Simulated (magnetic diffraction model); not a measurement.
**Solving a magnetic structure from powder neutron data: Mn₄Zn**

Space group R-3m (no. 166), a = 2.5070 Å, c = 31.4310 Å.

```csv
site,atom,x,y,z
3a,Zn,0,0,0
6c,Mn,1/3,2/3,0.0702
6c,Mn,2/3,1/3,0.1341
```

This is a made-up structure (elements placed in a structure type, unrelaxed), so the numbers test the method and describe no known phase.

Only Mn is taken to order (form factors of Mn2+); orders and moment sizes are assumed, and not adapted to the symmetry. Radiation: neutrons of λ = 2.41 Å, 5° to 100°; isotropic B of 0.59 Å² (Zn) and 0.8 Å² (Mn). The intensities are simulated: I ∝ L Σ (|F_N|² + |F_M⊥|²) for unpolarised neutrons, with F_M = 2.695 fm/μB × Σ f(s) S exp(2πi Q·r) exp(−B s²) at Q = H ± k (one set where k and −k are equivalent), only the part normal to Q counting and L = 1/(sin²θ cos θ). For collinear order S is the moment m, which repeats by lattice and centring translations R with the sign exp(−2πi k·R). Form factors are spin-only for 3d ions and dipole or tabulated for f ions, scattering lengths are Sears's of 1992, and absorption is left out. A label names one of the reflections at its angle. The strongest nuclear line in the range is 100, and lines under 0.2 are left out.

Above the ordering temperature:

| 2θ (°) | index | I |
| --- | --- | --- |
| 13.21 | (0 0 3) | 100.0 |
| 26.60 | (0 0 6) | 24.2 |
| 40.37 | (0 0 9) | 8.8 |
| 54.78 | (0 0 12) | 3.7 |
| 67.61 | (1 0 1) | 13.0 |
| 68.15 | (0 1 2) | 11.7 |
| 70.21 | (0 0 15) | 3.4 |
| 70.31 | (1 0 4) | 11.4 |
| 71.92 | (0 1 5) | 10.8 |
| 76.12 | (1 0 7) | 8.2 |
| 78.71 | (0 1 8) | 13.8 |
| 84.84 | (1 0 10) | 8.4 |
| 87.27 | (0 0 18) | 5.6 |
| 88.38 | (0 1 11) | 10.1 |
| 96.48 | (1 0 13) | 13.1 |

Below it (cell unchanged):

```tsv
2θ (°)	I
13.21	100.0
26.60	24.2
40.37	8.8
54.78	3.7
67.61	14.9
68.15	13.7
70.21	3.4
70.31	12.8
71.92	10.8
76.12	9.5
78.71	14.4
84.84	8.4
87.27	5.6
88.38	10.7
96.48	13.3
```

**Question.** Find the propagation vector, then choose among these models:
A. collinear moments along [001], 1.05 μB on Mn; signs + at (1/3, 2/3, 0.0702), + at (2/3, 1/3, 0.1341), + at (0, 0, 0.1992), − at (1/3, 2/3, 0.2631)
B. collinear moments along [001], 1.05 μB on Mn; signs + at (1/3, 2/3, 0.0702), − at (2/3, 1/3, 0.1341), − at (0, 0, 0.1992), + at (1/3, 2/3, 0.2631)
C. collinear moments along [120], 1.05 μB on Mn; signs + at (1/3, 2/3, 0.0702), + at (2/3, 1/3, 0.1341), + at (0, 0, 0.1992), − at (1/3, 2/3, 0.2631)
D. collinear moments along [120], 1.05 μB on Mn; signs + at (1/3, 2/3, 0.0702), − at (2/3, 1/3, 0.1341), − at (0, 0, 0.1992), + at (1/3, 2/3, 0.2631)

No line moves, and magnetic intensity falls on nuclear lines such as the one at 67.61°, so the magnetic cell equals the chemical primitive cell: k = 0.

Magnetic intensity, observed (below minus above) and for each model:

| 2θ (°) | index | observed | A | B | C | D |
| --- | --- | --- | --- | --- | --- | --- |
| 13.21 | (0 0 3) | <0.2 | <0.2 | <0.2 | 49.4 | 34.7 |
| 26.60 | (0 0 6) | <0.2 | <0.2 | <0.2 | 2.3 | 9.9 |
| 40.37 | (0 0 9) | <0.2 | <0.2 | <0.2 | 1.5 | 2.1 |
| 54.78 | (0 0 12) | <0.2 | <0.2 | <0.2 | 1.3 | 1.7 |
| 67.61 | (1 0 1) | 2.0 | 0.6 | 2.0 | 0.3 | 1.0 |
| 68.15 | (0 1 2) | 1.9 | 2.2 | 1.9 | 1.2 | 1.0 |
| 70.31 | (1 0 4) | 1.4 | 0.6 | 1.4 | 0.4 | 0.8 |
| 71.92 | (0 1 5) | <0.2 | 1.1 | <0.2 | 0.7 | <0.2 |

Model B matches.

The absence at (0 0 3) is telling: Q lies along the moments there, so the part normal to Q vanishes.

The structure used: k = (0 0 0), collinear moments along [001], 1.05 μB on Mn; signs + at (1/3, 2/3, 0.0702), − at (2/3, 1/3, 0.1341), − at (0, 0, 0.1992), + at (1/3, 2/3, 0.2631).

[Logs are printed without paths, hosts, clocks, repeated set-up lines and the standing remarks that a program may print on its own settings, such as how far it seeks lower states.]
